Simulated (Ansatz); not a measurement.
# linear Y chain: one chain at several levels of theory, part 2 of 2

How many channels does the linear Y chain carry, and how sure is the answer?

Ansatz 0.2.0; DFT PBE, plane waves, PAW; relaxation of a chain's period (the session's first sound run).

So far, conductance of the lead as this run defines it (G₀): step 3 (bands of the perfect wire, level PBE, cutoff 420 eV) 4.00; step 5 (the perfect wire, level PBEsol, cutoff 420 eV) 4.00; step 7 (the wire at its relaxed period, level r2SCAN, cutoff 500 eV) 2.50; step 9 (bands of the perfect wire, level LDA, cutoff 420 eV) 4.00.

### Step 10. The series together

Times are for 4 threads of Arm Neoverse N1, shared host. The series side by side:

```csv
no.,level,conductance of the lead as this run defines it (G₀),absolute moment (μB),time,memory (GiB)
1,PBE,4.000,0,15 s,0.45
2,PBEsol,4.000,0,16 s,0.46
3,r2SCAN,2.500,1.809,3.3 min,1.9
4,LDA,4.000,0,13 s,0.44
```

### Step 11. Relaxing the period, cutoff 900 eV

This step: DFT PBE, plane waves, PAW (JTH); relaxation of a chain's period (Ansatz 0.2.0).

The same functional on other atomic datasets tests how far the result hangs on the treatment of the cores. Against the first PBE run of this kind, the cutoff is 900 eV against 420.

Input file input.yaml:

```yaml
crystal:
  lattice:
    - [7.5, 0.0, 0.0]
    - [0.0, 7.5, 0.0]
    - [0.0, 0.0, 3.534]
  atoms:
    - { symbol: "Y", position: [0.5, 0.5, 0.0], spin: 1.0 }
magnetization:
  spin_polarized: true
kpoints:
  mp_grid: { grid: [1, 1, 23] }
scf:
  occupations: { method: fermi_dirac, width: 0.05 }
hamiltonian:
  xc: pbe
  pseudopotentials: { kind: paw, source: jth }
relax:
  cell: { fix: [a, b, alpha, beta, gamma] }
  max_steps: 60
```

Started as:

```sh
$ ansatz run input.yaml --threads 4 --pin off --max-ram 8192MiB --backend cpu --events-out ev --progress --plain --runs-dir out
```

The job ended after 1.8 min (4 threads of Arm Neoverse N1, shared host; peak memory 0.86 GiB).

The cell's length comes to 2.988 Å, +0.0 % against the first run, with no moment. That is -15 % against the start, more than a small adjustment.

### Step 12. Relaxation of atoms and period

This step: DFT PBE, plane waves, PAW; relaxation of a chain's period (Ansatz 0.2.0).

No moment formed, so a run without spin should agree; this checks it and saves time.

input.yaml, the sections that differ from step 11:

```yaml
crystal:
  lattice:
    - [7.5, 0.0, 0.0]
    - [0.0, 7.5, 0.0]
    - [0.0, 0.0, 3.534]
  atoms:
    - { symbol: "Y", position: [0.5, 0.5, 0.0] }
hamiltonian:
  xc: pbe
# kpoints, scf, relax: as in step 11
# magnetization: removed
```

The job ended after 5.2 s (4 threads; peak memory 0.39 GiB).

The cell's length comes to 2.985 Å, -0.1 % against the first run, with spin left out. That is -16 % against the start, more than a small adjustment.

### Step 13. The series together

Times are for 4 threads of Arm Neoverse N1, shared host. The runs compared:

```
no.           level  cell length along the wire (Å)  absolute moment (μB)     time  memory (GiB)
  1             PBE                           2.988                     0     34 s          0.47
  2          PBEsol                           2.918                     0     15 s          0.43
  3          r2SCAN                           3.199                 1.799     39 s          0.87
  4             LDA                           2.823                     0     12 s           0.4
  5  PBE, JTH files                           2.988                     0  1.8 min          0.86
  6    PBE, no spin                           2.985                     0    5.2 s          0.39
```

### Step 14. With spin-orbit coupling

This step: DFT PBE, plane waves, fully relativistic PAW; channels of a perfect chain with spin-orbit coupling (Ansatz 0.2.0).

Spin-orbit coupling mixes the spins and splits bands that cross or touch without it, so it can open or close channels. Fully relativistic datasets take the place of the scalar ones. The window is narrow, since spinor matrices are twice as large.

Input file input.yaml:

```yaml
crystal:
  lattice:
    - [7.5, 0.0, 0.0]
    - [0.0, 7.5, 0.0]
    - [0.0, 0.0, 2.9878577559]
  atoms:
    - { symbol: "Y", position: [0.5, 0.5, 0.0] }
kpoints:
  mp_grid: { grid: [1, 1, 27] }
  band_path: { path: ["Γ", Z], npoints: 60 }
scf:
  occupations: { method: fermi_dirac, width: 0.05 }
hamiltonian:
  xc: pbe
  pseudopotentials: { kind: paw_fr }
output:
  transmission:
    e_range: [-0.42, 0.42]
    de: 0.035
    kmesh: [1, 1]
    reduced_basis: false
    leads: [[0, 0]]
magnetization:
  noncollinear: true
  spin_orbit: true
```

Elapsed: 7.8 min, on 4 threads; peak memory 5.1 GiB; 29 min of CPU time.

This step gave:

```yaml
energy_at_zero_smearing: -3846.5831 eV
conductance_of_the_lead_as_this_run_defines_it: 3.186 G₀
channels_at_the_energy_nearest_the_fermi_level_both_spins: 4
```

The open channels of the lead, both spins by energy, zero at the Fermi level:

```csv
energy (eV),"open channels of the lead, both spins"
-0.420,6
-0.385,6
-0.350,6
-0.315,6
-0.280,6
-0.245,8
-0.210,8
-0.175,8
-0.140,8
-0.105,8
-0.070,8
-0.035,8
0.000,4
0.035,4
0.070,8
0.105,8
0.140,8
0.175,8
0.210,8
0.245,8
0.280,8
0.315,8
0.350,8
0.385,8
0.420,8
```

The slowest values at each energy, most degenerate partners merged, listed up to 1.5 1/Å. Table of Im kz of the slowest decaying states by energy, zero at the Fermi level:

```csv
energy (eV),decay 1 (Å⁻¹),decay 2 (Å⁻¹),decay 3 (Å⁻¹),decay 4 (Å⁻¹)
-0.420,0.153,0.546,0.639,0.861
-0.350,0.110,0.525,0.620,0.849
-0.315,0.0815,0.514,0.610,0.843
-0.245,0.491,0.590,0.831,0.842
-0.175,0.467,0.569,0.818,0.829
-0.105,0.441,0.547,0.805,0.817
-0.070,0.427,0.536,0.799,0.810
0.000,0.00511,0.399,0.512,0.786
0.070,0.368,0.487,0.772,0.784
0.105,0.351,0.474,0.765,0.778
0.175,0.314,0.447,0.751,0.764
0.245,0.273,0.417,0.736,0.750
0.315,0.223,0.385,0.722,0.736
0.350,0.192,0.368,0.714,0.728
0.420,0.109,0.330,0.698,0.713
```

The electronic bands at the labelled points (eV, zero at the Fermi level):

```csv
point,band 9,band 10,band 11,band 12,band 13,band 14,band 15,band 16
Γ,-2.40,-2.40,-0.27,-0.27,0.45,0.45,0.70,0.70
halfway,-0.78,-0.78,0.48,0.48,0.54,0.54,1.15,1.15
Z,-0.53,-0.53,-0.50,-0.50,1.75,1.75,2.10,2.10
```

At the computed energy nearest the Fermi level there are 4 spinor channels, and the thermal average gives 3.19 G₀.

Between step 3 and this run (PBE spin-orbit) the value for the conductance of the lead as this run defines it moves from 4.00 G₀ to 3.19 G₀ (-20 %).

### Step 15. The same system on other settings

This step: DFT PBE, plane waves, PAW; channels and complex bands of a perfect chain; changed: output.transmission.de = 0.5, output.transmission.e_range = [-2, 2], scf.max_iter = 50 (Ansatz 0.2.0).

The input of the run on the perfect lead (PBE) is made doubtful on purpose. The ELF is not written this time.

input.yaml, the sections that differ from step 14:

```yaml
scf:
  occupations: { method: fermi_dirac, width: 0.05 }
  max_iter: 50
hamiltonian:
  xc: pbe
output:
  transmission:
    e_range: [-2, 2]
    de: 0.5
    kmesh: [1, 1]
    reduced_basis: true
    leads: [[0, 0]]
  dos: { projected: true, e_range: [-6, 4] }
  write_potential: true
  write_density: true
  volumetric_format: npy
# crystal, kpoints: as in step 14
# magnetization: removed
```

Wall time 5.7 s (4 threads); peak memory 0.43 GiB; 18 s of CPU time.

Residual by cycle:

cycle, log10 residual and a bar from the least value:
```
        1       -1.1 ##############################
        2       -1.9 ###########################
        3       -3.2 ######################
        4       -4.9 ##############
        5       -5.7 ###########
        6       -6.9 ######
        7       -8.4
```

The run finished. A setting was moved off its sound value on purpose, so it serves as a test and not as the result.

The fault put into the input: an energy step too wide for a conductance (output.transmission.de = 0.5 and output.transmission.e_range = [-2, 2]).

### Step 16. The same system on other settings

This step: DFT PBE, plane waves, PAW; channels and complex bands of a perfect chain; changed: output.transmission.kpoints = null, output.transmission.kmesh = [8, 8, 1], scf.max_iter = 75 (Ansatz 0.2.0).

input.yaml, as its differences from that of step 15:

```diff
@@ -12,3 +12,3 @@
   occupations: { method: fermi_dirac, width: 0.05 }
-  max_iter: 50
+  max_iter: 75
 hamiltonian:
@@ -18,4 +18,4 @@
     e_range: [-2, 2]
-    de: 0.5
-    kmesh: [1, 1]
+    de: 0.035
+    kmesh: [8, 8, 1]
     reduced_basis: true
```

Elapsed: 0.01 s, on 4 threads; peak memory 0.07 GiB.

The input was rejected at the start.

The program's message: “Error: YAML parse error: error: line 20 column 5: invalid length 3, expected a tuple of size 2”

The change that led to it: output.transmission.kpoints = null and output.transmission.kmesh = [8, 8, 1].

### Step 17. Outcome

```yaml
cell_length_pbe: 2.988 Å
cell_length_pbesol: 2.918 Å
cell_length_r2scan: 3.199 Å
cell_length_lda: 2.823 Å
cell_length_pbe_jth_files: 2.988 Å
cell_length_pbe_no_spin: 2.985 Å
conductance_pbe: 4.00 G₀
conductance_pbesol: 4.00 G₀
conductance_r2scan: 2.50 G₀
absolute_moment_r2scan: 1.81 μB
conductance_lda: 4.00 G₀
conductance_with_spin_orbit_coupling: 3.19 G₀
```

**Reading.** Under PBE the cell's length is 2.99 Å, no moment survives, and it is a metal with 4 channels a spin next to the Fermi level, 4.00 G₀ at 300 K (2.50 to 4.00 over the functionals). The cell's length spans 13.3 % over the functionals, shortest under LDA and longest under r2SCAN. A spread this wide means that the runs ended in unlike minima, not that one bond stretched. A perfect wire passes every open channel, so the conductance counts half a G₀ for each forward-moving state at the Fermi level, spin by spin. The functionals disagree on magnetism: the relaxation keeps a moment under r2SCAN (1.80 μB) and loses it under PBE, PBEsol and LDA. Spin-orbit coupling moves the conductance from 4.00 G₀ to 3.19 G₀. Transport is coherent and elastic here: the atoms are frozen, so scattering by vibrations plays no part. No search over magnetic orders was made; another may lie lower. For the perfect chain only parallel moments were started; its antiparallel and spiral orders were not tested. The lead's cell of one atom keeps the chain straight and evenly spaced; a zigzag or dimerised form may lie lower.

[Logs are printed without paths, hosts, clocks, repeated set-up lines and the standing remarks that a program may print on its own settings, such as how far it seeks lower states.]

[Hosts, paths, dates, database ids (printed as entryN), source tags and the programs' standing remarks are cut or masked in the printed files.]
